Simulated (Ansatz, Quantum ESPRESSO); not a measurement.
## Ta (bcc): bulk modulus from a few volumes

How stiff is bcc Ta under hydrostatic load? Each row scales the relaxed cell evenly and relaxes the atoms. The phase is followed to these pressures whether or not it stays the stable one.

Calculated with Ansatz 0.2.0, r2SCAN, PAW files of the set soft_1, cutoff 600 eV, Fermi–Dirac smearing 0.05 eV, k-mesh 18×18×18, no spin polarisation, no spin-orbit coupling.

Reference cell, relaxed at zero pressure with r2SCAN (Im-3m): a = 2.8623 Å, b = 2.8623 Å, c = 2.8623 Å, α = 109.47°, β = 109.47°, γ = 109.47°.

```csv
atom,x,y,z
Ta,0.0000,0.0000,0.0000
```

| V (Å³/atom) | V/V0 | P (GPa) | E − E0 (meV/atom) |
| --- | --- | --- | --- |
| 16.9694 | 0.9400 | 13.887 | 44.8 |
| 17.6915 | 0.9800 | 4.207 | 4.6 |
| 18.4136 | 1.0200 | −3.865 | 4.4 |
| 18.7746 | 1.0400 | −7.365 | 17.2 |
| 19.1357 | 1.0600 | −10.550 | 37.4 |

V0 = 18.0525 Å³ an atom, where the residual pressure P0 is −0.017 GPa. **Question.** Fit the Birch–Murnaghan law and give the pressure and the energy at V = 17.3304 Å³ an atom, a row left out above.

With the Eulerian strain f = ½[(V0/V)^(2/3) − 1] and F = (P − P0)/[3f(1 + 2f)^(5/2)], the third-order law is the line F = B0 + (3/2) B0 (B′ − 4) f.

```
       f  F (GPa)
 0.02106   198.55
 0.00678   200.83
−0.00656   202.14
−0.01290   202.63
−0.01905   203.09
```

A straight line through the 5 rows: the means are −0.002134 for f and 201.45 for F, Σ(Δx)² = 0.001039 and ΣΔxΔy = −0.1163, so the slope is −0.1163/0.001039 = −111.92 and the intercept 201.45 − (−111.92)(−0.002134) = 201.21.

Hence B0 = 201.2 GPa and B′ = 4 + (−111.9)/(1.5 × 201.2) = 3.63. For the withheld volume f = 0.01379, F = 199.67 GPa and P = 8.83 GPa. The run itself gives 8.83 GPa, so the estimate misses by 0.00 GPa, a rounding's worth.

Integrating the same law gives E − E0 = (9/2) B0 V0 f²[1 + (B′ − 4) f] + P0(V0 − V), with 1 GPa Å³ = 6.2415 meV: 19.2 meV an atom. The run itself gives 19.3 meV, so the estimate misses by 0.1 meV, a rounding's worth.

The same fit over all rows at other levels or in other programs gives B0 = 206 GPa with PBEsol (Ansatz), 207 GPa with PBEsol (Quantum ESPRESSO, GBRV) and 216 GPa with LDA (Quantum ESPRESSO, GBRV).

Measured volume: 18.011 Å³ an atom (doi:10.1016/0036-9748(77)90141-7), so V0 is +0.2 % off. A stiffness follows the volume as d ln B/d ln V = −B′, which moves B0 by about +1 % when it is taken at the measured volume.

Measured bulk modulus: 194 GPa (arxiv:cond-mat/0403080), against 201 GPa here (+4 %).

The calculation is for a static lattice, while measurements hold thermal and zero-point motion.

[Logs are printed without paths, hosts, clocks, repeated set-up lines and the standing remarks that a program may print on its own settings, such as how far it seeks lower states.]
